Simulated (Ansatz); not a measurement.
# F on Ru(0001): change of the work function, part 2 of 3

Wanted: Δφ(θ) for F/Ru(0001), starting from the fcc site.

Ansatz 0.2.0; plane-wave DFT, PBE, Ansatz PAW.

So far, work function, upper face (eV): step 2 (the clean slab) 5.05.

**3. The covered slab, k-mesh 6×6×1, coverage 0.25 ML**

System of this step: F/Ru(0001). The cell holds 17 atoms: 16 Ru and 1 F. Its edges and angles: a = 5.400 Å, b = 5.400 Å, c = 25.775 Å, α = 90.0°, β = 90.0°, γ = 60.0°. Vacuum lies along c.

The clean slab as it ended is repeated in the plane and the adsorbate is set on one face; the cell's size fixes the coverage, and the k-mesh shrinks with it to keep the sampling density about even. Adsorbate and upper layers relax, since the dipole depends on the height.

File input.yaml:

```yaml
crystal:
  lattice:
    - [5.4, 0.0, 0.0]
    - [2.7, 4.6765371804, 0.0]
    - [0.0, 0.0, 25.7748146342]
  atoms:
    - { symbol: Ru, position: [0.3333333333, 0.3333333333, 0.3491780689] }
    - { symbol: Ru, position: [0.0, 0.0, 0.4321427781] }
    - { symbol: Ru, position: [0.3333333333, 0.3333333333, 0.5158597237] }
    - { symbol: Ru, position: [0.0, 0.0, 0.5967572406] }
    - { symbol: Ru, position: [0.3333333333, 0.8333333333, 0.3491780689] }
    - { symbol: Ru, position: [0.0, 0.5, 0.4321427781] }
    - { symbol: Ru, position: [0.3333333333, 0.8333333333, 0.5158597237] }
    - { symbol: Ru, position: [0.0, 0.5, 0.5967572406] }
    - { symbol: Ru, position: [0.8333333333, 0.3333333333, 0.3491780689] }
    - { symbol: Ru, position: [0.5, 0.0, 0.4321427781] }
    - { symbol: Ru, position: [0.8333333333, 0.3333333333, 0.5158597237] }
    - { symbol: Ru, position: [0.5, 0.0, 0.5967572406] }
    - { symbol: Ru, position: [0.8333333333, 0.8333333333, 0.3491780689] }
    - { symbol: Ru, position: [0.5, 0.5, 0.4321427781] }
    - { symbol: Ru, position: [0.8333333333, 0.8333333333, 0.5158597237] }
    - { symbol: Ru, position: [0.5, 0.5, 0.5967572406] }
    - { symbol: F, position: [0.1666666667, 0.1666666667, 0.6508219311] }
kpoints:
  mp_grid: { grid: [6, 6, 1] }
hamiltonian:
  xc: pbe
scf:
  occupations: { method: fermi_dirac, width: 0.1 }
  convergence: { dr2_threshold: 1.0e-08 }
efield:
  axis: 3
  dipole_correction: true
  ramp_position: 0.97
  ramp_width: 0.06
relax:
  f_tol: 0.02
  max_steps: 60
  constraints: [{ sites: [0, 1, 4, 5, 8, 9, 12, 13] }]
output:
  dos: { projected: true, e_range: [-8, 4] }
  write_potential: true
  write_density: true
  volumetric_format: npy
  elf: true
```

Run with:

```
ansatz run input.yaml --threads 4 --pin off --max-ram 6144MiB --backend cpu --events-out ev --progress --plain --runs-dir out
```

Numbers of over 12 decimals in the logs are rounded to 6 here.

The program printed:

```text
[...]
Crystal: 17 atoms, lattice volume = 650.899 Å³
Basis set: ecut = 420 eV, 12645 PW (Γ), exchange–correlation on 80×80×360 points (8 copies of the dense FFT grid, shifted against one another)
Bands: 158, of which v1, the nominal top of the filled ones, is band 132 counted from 1 (131 counted from 0)
Symmetry: 6 space group operations
[...]
k-points: 7 of 36 (time reversal used)
[...]
SCF iter   1: F=—  HF=-94859.093993 eV  |F-HF|=—  |Δ(HF+E_count)|=         —  Δρ=9.99e-3  dr2=3.22e0  ethr=1.77e-3  p=0.054 e·Å  D=1.50e-2 V/Å  ΔV_dip=-0.39 eV  dr2_dipole=5.96e-3  V_vac-E_F(+/−)=4.34/4.73 eV  ⟨swp⟩=7.9  Hψ=4712  notcnv=0
[...]
SCF iter  10: F=-94859.002105 eV  HF=-94859.002105 eV  |F-HF|=2.38e-8  |Δ(HF+E_count)|=   7.53e-8  Δρ=5.26e-7  dr2=2.13e-9  ethr=3.80e-12  p=0.013 e·Å  D=3.51e-3 V/Å  ΔV_dip=-0.09 eV  dr2_dipole=1.29e-10  V_vac-E_F(+/−)=4.96/5.05 eV  ⟨swp⟩=10.1  Hψ=8062  notcnv=0
SCF 1 converged in 10 iterations: F = -94859.002105 eV  dr2 = 2.13e-9
[...]
relax step   1: F+E_penalty+E_count = -94859.00210487 eV  Δ(F+E_penalty+E_count) = +0.000e0 eV  max|allowed force component| = 3.030e0 eV/Å  Δτ_max = 0.0000 Å  (10 SCF iters, accepted)
[...]
SCF iter  10: F=-94859.314332 eV  HF=-94859.314332 eV  |F-HF|=4.23e-8  |Δ(HF+E_count)|=   7.05e-8  Δρ=6.61e-7  dr2=2.97e-9  ethr=3.80e-12  p=-0.038 e·Å  D=-1.05e-2 V/Å  ΔV_dip=0.27 eV  dr2_dipole=5.05e-11  V_vac-E_F(+/−)=5.31/5.04 eV  ⟨swp⟩=10.9  Hψ=8124  notcnv=0
SCF 2 converged in 10 iterations: F = -94859.314332 eV  dr2 = 2.97e-9
relax step   2: F+E_penalty+E_count = -94859.31433240 eV  Δ(F+E_penalty+E_count) = -3.122e-1 eV  max|allowed force component| = 1.128e0 eV/Å  Δτ_max = 0.1846 Å  (10 SCF iters, accepted)
SCF iter   1: F=—  HF=-94859.420474 eV  |F-HF|=—  |Δ(HF+E_count)|=         —  Δρ=3.64e-3  dr2=8.77e-2  ethr=9.01e-4  p=-0.038 e·Å  D=-1.05e-2 V/Å  ΔV_dip=0.27 eV  dr2_dipole=3.44e-3  V_vac-E_F(+/−)=5.32/5.05 eV  ⟨swp⟩=3.9  Hψ=2116  notcnv=0
[...]
SCF iter   9: F=-94859.397454 eV  HF=-94859.397454 eV  |F-HF|=1.87e-7  |Δ(HF+E_count)|=   9.59e-7  Δρ=1.23e-6  dr2=9.80e-9  ethr=3.80e-12  p=-0.081 e·Å  D=-2.26e-2 V/Å  ΔV_dip=0.58 eV  dr2_dipole=1.72e-11  V_vac-E_F(+/−)=5.61/5.03 eV  ⟨swp⟩=12.4  Hψ=8912  notcnv=0
SCF 3 converged in 9 iterations: F = -94859.397454 eV  dr2 = 9.80e-9
relax step   3: F+E_penalty+E_count = -94859.39745393 eV  Δ(F+E_penalty+E_count) = -8.312e-2 eV  max|allowed force component| = 6.277e-2 eV/Å  Δτ_max = 0.0979 Å  (9 SCF iters, accepted)
SCF iter   1: F=—  HF=-94859.398997 eV  |F-HF|=—  |Δ(HF+E_count)|=         —  Δρ=1.09e-3  dr2=3.21e-2  ethr=2.11e-5  p=-0.081 e·Å  D=-2.26e-2 V/Å  ΔV_dip=0.58 eV  dr2_dipole=7.03e-3  V_vac-E_F(+/−)=5.61/5.03 eV  ⟨swp⟩=2.0  Hψ=1980  notcnv=0
[...]
SCF iter   8: F=-94859.398421 eV  HF=-94859.398421 eV  |F-HF|=1.85e-8  |Δ(HF+E_count)|=   1.02e-7  Δρ=5.02e-7  dr2=1.78e-9  ethr=3.80e-12  p=-0.081 e·Å  D=-2.24e-2 V/Å  ΔV_dip=0.58 eV  dr2_dipole=7.82e-14  V_vac-E_F(+/−)=5.60/5.02 eV  ⟨swp⟩=10.6  Hψ=8071  notcnv=0
SCF 4 converged in 8 iterations: F = -94859.398421 eV  dr2 = 1.78e-9
relax step   4: F+E_penalty+E_count = -94859.39842135 eV  Δ(F+E_penalty+E_count) = -9.674e-4 eV  max|allowed force component| = 1.622e-2 eV/Å  Δτ_max = 0.0113 Å  (8 SCF iters, accepted)
NSCF: frozen V_eff on 7 k-points
[...]
SCF converged after 8 iterations
Free energy (F): -94859.398421 eV
[...]
Internal energy: -94858.756794 eV  (E = F + TS)
E sigma→0 (E₀):  -94859.077608 eV
Entropy (-TS):   -0.641627 eV (-37.743 meV/atom)
Fermi energy:    4.509564 eV
Dipole field:    D = -0.022401 V/Å  (p = -0.080577 e·Å, saw-weighted, corrected)
Work function:   Φ+ = 5.6021 eV   Φ− = 5.0247 eV
[...]
--- Forces (eV/Å), atoms counted from 1 ---
  atom   1  Ru    -0.03998590    -0.02308587     0.47158927
  atom   2  Ru    -0.11008637    -0.06355839    -0.51355226
  atom   3  Ru     0.00028625     0.00016527    -0.00992975
  atom   4  Ru    -0.00169948    -0.00098119    -0.00858235
  atom   5  Ru     0.00000000     0.04617174     0.47158927
  atom   6  Ru    -0.00000000     0.12711679    -0.51355226
  atom   7  Ru     0.00000000    -0.00033054    -0.00992975
  atom   8  Ru    -0.00000000     0.00196239    -0.00858235
  atom   9  Ru     0.03998590    -0.02308587     0.47158927
  atom  10  Ru     0.11008637    -0.06355839    -0.51355226
  atom  11  Ru    -0.00028625     0.00016527    -0.00992975
  atom  12  Ru     0.00169948    -0.00098119    -0.00858235
  atom  13  Ru     0.00000000     0.00000000     0.53854516
  atom  14  Ru    -0.00000000     0.00000000    -0.32910714
  atom  15  Ru     0.00000000    -0.00000000    -0.00658503
  atom  16  Ru     0.00000000     0.00000000    -0.01622017
  atom  17  F     -0.00000000     0.00000000    -0.00516947
  max |Σ_I F_I| component: 3.81e-5 eV/Å
--- Band table (eV; the first three rows and the last of 7) ---
  k-point 0: bands = [... 128 lower, 4.7876, 5.0934, 5.4558, 5.4558, 5.5504, 5.6268, 5.6268, 5.6921, ... 22 higher]
  k-point 1: bands = [... 128 lower, 4.6469, 4.6880, 5.0088, 5.0688, 5.2348, 5.4305, 5.4368, 5.5027, ... 22 higher]
  k-point 2: bands = [... 128 lower, 4.1803, 4.2360, 4.2488, 4.4810, 4.5691, 4.7874, 4.8675, 4.8956, ... 22 higher]
  k-point 6: bands = [... 128 lower, 4.0419, 4.0467, 4.0919, 4.3441, 4.4440, 4.6347, 4.6533, 4.6916, ... 22 higher]
--- Relaxed structure (4 steps of the walk, 4 accepted, 0 SCFs on fresh bases) ---
  F+E_penalty+E_count = -94859.39842135 eV   max|allowed force component| = 1.622e-2 eV/Å
  atoms:
    - { symbol: Ru, position: [0.333333, 0.333333, 0.349178] }
    - { symbol: Ru, position: [2.6667121670171398e-17, 2.6667121670171407e-17, 0.432143] }
    - { symbol: Ru, position: [0.333771, 0.333771, 0.515697] }
    - { symbol: Ru, position: [0.00285522, 0.00285522, 0.596822] }
    - { symbol: Ru, position: [0.333333, 0.833333, 0.349178] }
    - { symbol: Ru, position: [5.551115123125783e-17, 0.5, 0.432143] }
    - { symbol: Ru, position: [0.333771, 0.832458, 0.515697] }
    - { symbol: Ru, position: [0.00285522, 0.494290, 0.596822] }
    - { symbol: Ru, position: [0.833333, 0.333333, 0.349178] }
    - { symbol: Ru, position: [0.5, 2.6667121670171407e-17, 0.432143] }
    - { symbol: Ru, position: [0.832458, 0.333771, 0.515697] }
    - { symbol: Ru, position: [0.494290, 0.00285522, 0.596822] }
    - { symbol: Ru, position: [0.833333, 0.833333, 0.349178] }
    - { symbol: Ru, position: [0.5, 0.5, 0.432143] }
    - { symbol: Ru, position: [0.833333, 0.833333, 0.518015] }
    - { symbol: Ru, position: [0.5, 0.5, 0.596059] }
    - { symbol: F, position: [0.166667, 0.166667, 0.662118] }
```

It took 48 s on 4 threads of Intel Xeon Platinum 8488C (Sapphire Rapids), shared host; peak memory 2.7 GiB.

This run has no spin polarisation although its electron count is odd.

Step by step:

```csv
step,energy less that of the first step (eV),largest force component (eV/Å)
1,0.0000,3.0302
2,-0.3122,1.1279
3,-0.3953,0.0628
4,-0.3963,0.0162
```

The run keeps the 6 symmetry operations that it works with, so distortions that break them were not tested.

The atoms that moved most (Å):

```csv
atom,dx,dy,dz,length
F17,0.000,0.000,0.291,0.291
Ru15,0.000,0.000,0.056,0.056
Ru12,-0.023,0.013,0.002,0.027
Ru4,0.023,0.013,0.002,0.027
Ru8,0.000,-0.027,0.002,0.027
Ru16,0.000,0.000,-0.018,0.018
Ru3,0.004,0.002,-0.004,0.006
Ru7,0.000,-0.004,-0.004,0.006
```

Final coordinates:

```xyz
17
Lattice="5.4000 0.0000 0.0000 2.7000 4.6765 0.0000 0.0000 0.0000 25.7748" Properties=species:S:1:pos:R:3
Ru    2.7000    1.5588    9.0000
Ru    0.0000    0.0000   11.1384
Ru    2.7035    1.5609   13.2920
Ru    0.0231    0.0134   15.3830
Ru    4.0500    3.8971    9.0000
Ru    1.3500    2.3383   11.1384
Ru    4.0500    3.8930   13.2920
Ru    1.3500    2.3116   15.3830
Ru    5.4000    1.5588    9.0000
Ru    2.7000    0.0000   11.1384
Ru    5.3965    1.5609   13.2920
Ru    2.6769    0.0134   15.3830
Ru    6.7500    3.8971    9.0000
Ru    4.0500    2.3383   11.1384
Ru    6.7500    3.8971   13.3517
Ru    4.0500    2.3383   15.3633
F     1.3500    0.7794   17.0660
```

Numbers from this step:

* energy at zero smearing: -94859.0776 eV
* work function, upper face: 5.602 eV
* work function, lower face: 5.025 eV
* dipole along the normal: -0.08058 e·Å
* step between the vacuum levels: 0.5774 eV

Running mean over 2.138 Å of the planar mean; the ramp of the sawtooth is left out. Electron's electrostatic potential energy less the Fermi level against z:

```csv
z (Å),electron's electrostatic potential energy less the Fermi level (eV)
3.5,5.02
4.0,5.02
4.5,5.02
5.0,5.02
5.5,5.00
6.0,4.94
6.5,4.71
7.0,3.91
7.5,0.700
8.0,-6.29
8.5,-12.4
9.0,-14.3
9.5,-14.5
10.0,-14.7
10.5,-14.7
11.0,-14.8
11.5,-14.8
12.0,-14.5
12.5,-14.5
13.0,-14.8
13.5,-15.1
14.0,-15.6
14.5,-15.7
15.0,-15.0
15.5,-14.4
16.0,-12.0
16.5,-5.49
17.0,0.908
17.5,3.46
18.0,4.56
18.5,5.33
19.0,5.57
19.5,5.60
20.0,5.60
20.5,5.60
21.0,5.60
21.5,5.60
22.0,5.60
22.5,5.60
```

The density of states has structure finer than the step of the table below, so its rows give means over 0.5 eV, whole bins alone (the curve runs from -8 to 1.98 eV). Peaks (eV: height): -4.48: 65.2, -4.18: 44.5, -3.40: 66.1, -2.80: 59.7, -1.53: 39.9, -0.66: 42.1, 0.99: 48.7.

Density of states against energy, zero at the Fermi level; means over each step:

```csv
energy (eV),density of states (states/eV a cell)
-7.5,0.428
-7.0,0.954
-6.5,2.59
-6.0,13.5
-5.5,23.8
-5.0,20.2
-4.5,22.2
-4.0,20.3
-3.5,19.9
-3.0,20.6
-2.5,24.4
-2.0,29.7
-1.5,26.8
-1.0,15.6
-0.5,19.7
0.0,18.8
0.5,17.6
1.0,26.9
1.5,25.3
```

Projected DOS per atom over height of the atomic layer and energy from the Fermi level. Layers: Ru4 Ru4 Ru4 Ru4 F from below.

Values in states/eV, 22 rows by 5 columns, each cell a mean:
```
0.89 0.90 0.93 0.94 0.12
1.17 1.84 1.90 1.41 0.18
1.90 1.47 1.59 1.87 0.22
1.22 1.08 0.93 1.08 0.12
1.53 0.92 0.84 1.38 0.14
1.55 0.85 0.76 1.35 0.12
1.15 0.73 0.61 1.08 0.18
1.89 1.39 1.19 1.74 0.28
2.39 1.50 1.37 2.03 0.26
1.68 1.33 1.46 1.79 0.24
1.64 1.66 1.74 1.53 0.20
0.86 1.00 1.06 0.78 0.16
1.06 1.06 1.04 0.90 0.33
1.25 1.56 1.53 1.18 0.99
1.38 1.30 1.07 1.06 0.50
0.82 1.55 1.54 0.94 1.75
0.56 1.69 1.79 0.94 3.62
0.19 0.93 1.31 0.69 2.37
0.04 0.14 0.16 0.24 1.16
0.02 0.09 0.10 0.04 0.06
0.01 0.07 0.08 0.02 0.02
0.00 0.00 0.00 0.00 0.00
```
Columns: height of the atomic layer (Å) from 9 to 17.1 (not evenly spaced); rows upwards: energy from the Fermi level (eV) from -7.96 to 1.95.

Electrostatic potential energy in the ca plane at fractional y = 0.000, with atoms of Ru within 0.2 Å of it. With pseudopotentials it is smooth inside the atoms' cores, unlike the true potential.

Values in eV, 8 rows by 16 columns, each cell a mean:
```
  3   2 -39 -46   2   1 -21 -58   1   9  10  10  10  10  10  10
-11  -6   0  -1  -3 -16   2  -2   7   9  10  10  10  10  10  10
 -7  -3  -7 -10  -1 -10  -2 -12   6   9  10  10  10  10  10  10
  5   4 -50 -58   3   3 -29 -72  -2   9  10  10  10  10  10  10
  3   3 -39 -46   2   2 -23 -63   0   9  10  10  10  10  10  10
-11  -6   0  -1  -4 -14   1  -4   6   9  10  10  10  10  10  10
 -7  -3  -8 -10  -2  -9  -3 -17   5   9  10  10  10  10  10  10
  5   4 -50 -58   3   3 -30 -74  -2   9  10  10  10  10  10  10
```
Columns run along c (16.0 Å, from fractional 0.32 to 0.94 of the cell; values clipped at the 3rd and 97th percentile), rows up along a (5.4 Å). Atoms in or near the plane, at fractional coordinates: Ru at (0.43, 0.00), Ru at (0.60, 0.00), Ru at (0.43, 0.50), Ru at (0.60, 0.49).

ELF in the ca plane at fractional y = 0.000, with atoms of Ru within 0.2 Å of it. It is the smooth field of the valence electrons, not physical close to the nuclei.

Ten even steps from '0' (0.00) to '9' (0.68), each cell a mean:
```
44444379796344344488895100000000000000000000
33333347864433334457763210000000000000000000
35643433433334643433443321000000000000000000
35653443444335653443444321000000000000000000
34443435643434444445543211000000000000000000
44334369985343334479984210000000000000000000
55444388587344444486595100000000000000000000
44444378796344344488794111100000000000000000
34333447864433334468862255420000000000000000
35643433433335643434421599731000000000000000
35653443444335643344422699731000000000000000
34443435543434433445631478521000000000000000
44334369985343334479983123210000000000000000
55444387487344444486595100000000000000000000
```
Columns run along c (16.0 Å, from fractional 0.32 to 0.94 of the cell), rows up along a (5.4 Å). Atoms in or near the plane, at fractional coordinates: Ru at (0.43, 0.00), Ru at (0.60, 0.00), Ru at (0.43, 0.50), Ru at (0.60, 0.49).

Valence density in the ca plane at fractional y = 0.000, with atoms of Ru within 0.2 Å of it. It is the smooth field of the valence electrons, not physical close to the nuclei.

Ten steps, logarithmic in the rise over the least value, from '0' (0.00 × 1e0 e/Å³) to '9' (9.77 × 1e0 e/Å³), each cell a mean:
```
23333479996333333579985200000000000000000000
23443357764334443357753100000000000000000000
35653334433335653334432100000000000000000000
35654333333345654333322100000000000000000000
34543345653334543345542100000000000000000000
23333368985333333478874100000000000000000000
22333479996333333589985200000000000000000000
23333479986333333589985210000000000000000000
23443357764334433467763222100000000000000000
35653334433345553334432333200000000000000000
35654333333345653333332343200000000000000000
34543345653334543346643332100000000000000000
23333368985333333478974211000000000000000000
22333479996333333589985210000000000000000000
```
Columns run along c (16.0 Å, from fractional 0.32 to 0.94 of the cell), rows up along a (5.4 Å). Atoms in or near the plane, at fractional coordinates: Ru at (0.43, 0.00), Ru at (0.60, 0.00), Ru at (0.43, 0.50), Ru at (0.60, 0.49).

The relaxation took 4 steps and lowered the energy by 0.40 eV; the largest force on the free atoms ends at 0.016 eV/Å.

By hand: a sheet of dipoles makes a step −p/(ε₀A) in the electron's potential. With e/ε₀ = 180.95 V·Å, p = -0.08058 e·Å and A = 25.25 Å², that is −180.95 × (-0.08058) / 25.25 = +0.577 eV, and the two vacuum levels of the run differ by +0.577 eV.

The covered face has 5.60 eV, +0.56 eV against the clean one; the bare back face has moved by -0.05 eV, a measure of how thin the slab is.

(Part 2 of 3 ends here.)

[Logs are printed without paths, hosts, clocks, repeated set-up lines and the standing remarks that a program may print on its own settings, such as how far it seeks lower states.]

[Hosts, paths, dates, database ids (printed as entryN), source tags and the programs' standing remarks are cut or masked in the printed files.]

[Maps of the electrostatic potential energy from Ansatz leave out the sawtooth potential of an applied field or a dipole correction, so their vacuum need not be flat; planar profiles and work functions include it.]

[The density of states shown here was stored with 400 of the rows of the run's finer table, so its peaks can read low, often by over a quarter, or be missed, and its means over a window can be off by a tenth or more.]
